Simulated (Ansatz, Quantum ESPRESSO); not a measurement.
# How much vacuum between periodic slabs? 12 systems

How wide must the gap between images be before the potential in its middle is the vacuum level?

**Method.** Quantum ESPRESSO 7.5, PBE; structures as built, not relaxed; periodic boundaries. The level is the vacuum level over the Fermi level, or over the highest filled level of the mesh where there is a gap. The pseudopotential set stands with each system; sheets are single layers. Cells with 24 down to 8 Å between the outer atoms of neighbouring images; the level is read mid-gap.

What came out:

| system | level at 24 Å (eV) | narrowest settled gap (Å) | error at the narrowest gap run (meV) | CPU time there over the widest's |
| --- | --- | --- | --- | --- |
| Al(100), 5 layers [PseudoDojo] | 4.20 | 10 | −34 | 0.38 |
| Be(0001), 4 layers [SSSP] | 5.35 | 8 | +14 | 0.24 |
| Ca(100), 5 layers [PseudoDojo] | 2.77 | 12 | +91 | 0.42 |
| Ca(111), 5 layers [GBRV] | 2.99 | 10 | −25 | 0.31 |
| Cu(100), 5 layers [PseudoDojo] | 4.47 | 8 | +2 | 0.31 |
| Cu(111), 5 layers [GBRV] | 4.78 | 8 | +10 | 0.32 |
| Ir(111), 5 layers [PseudoDojo] | 5.53 | 8 | −2 | 0.31 |
| K(100), 5 layers [GBRV] | 2.23 | 12 | +173 | 0.34 |
| Li(110), 5 layers [GBRV] | 3.25 | 10 | +62 | 0.33 |
| Mo(100), 5 layers [SSSP] | 3.92 | 10 | +39 | 0.38 |
| Nb(100), 5 layers [GBRV] | 3.75 | 10 | +56 | 0.32 |
| Pb(111), 5 layers [GBRV] | 3.67 | 10 | −60 | 0.39 |

What this shows: Within 20 meV, the gap can shrink to 8 Å for 4 systems, and to no less than 12 Å for Ca(100) and K(100). At the narrowest gap the level lies over 3 meV lower in 3 systems and as much higher in 7.

Caveats: Unrelaxed model sheets can be far from their real structures. Errors of a few meV are within the SCF slack. Slabs with a dipole would need a correction besides. CPU times come from shared hosts of several kinds and are rough. Magnetic sheets, graphene and its kin, series that mix a Fermi level with a valence top, and 2H sheets in mesh series are left out of these tables, since their level hangs on where the mesh or the smearing puts the zero.
